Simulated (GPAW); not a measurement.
Entries from a set of simulations; values are calculated unless marked as measured.

```
! title: A GW chain in GPAW: MgO2 (R-3m)
! method: DFT, LDA, plane waves, PAW (and 1 further level or step)
! program: GPAW 26.7.0
! settings of one run: cutoff 600 eV, GPAW PAW setups 1.2.1 data release, 4×4×4 k-mesh, nbands 210
! cost: 4 runs, 58 s in all on 4 MPI ranks of Arm Neoverse V2, shared host (the runs of this entry)
! notes: The cell and positions are those that the Materials Project relaxed with its own functionals (PBE, PBE+U or r2SCAN), kept fixed. Bands and cutoff are finite, so the gap is not at the basis limit. The miss can reach some tenths of an eV and take either sign; the mesh is an error of its own. The 4×4×4 mesh is coarse for this cell, which bears on the long-range parts of exchange and screening.
! LDA gap: 2.20 eV, direct
! G0W0 gap on the mesh: 5.24 eV
! GW settings: 4×4×4 mesh, 93 bands, screening to 120 eV, Godby-Needs plasmon pole
! known limits: not at the basis limit; coarse k mesh
CELL_PARAMETERS angstrom
1.60476 0.92651 3.49398
-1.60476 0.92651 3.49398
0.00000 -1.85302 3.49398
ATOMIC_POSITIONS crystal
Mg 0.00000 0.00000 0.00000
O 0.42879 0.42879 0.42879
O 0.57121 0.57121 0.57121
```

[Paths, hosts, dates, memory and timing lines, banners, echoed tables and standing remarks are left out of the program output.]

[Logs are printed without paths, hosts, clocks, repeated set-up lines and the standing remarks that a program may print on its own settings, such as how far it seeks lower states.]

[Runs of the session that timed out or met a known fault of the program may be left out.]

[Hosts, paths, dates, database ids (printed as entryN), source tags and the programs' standing remarks are cut or masked in the printed files.]
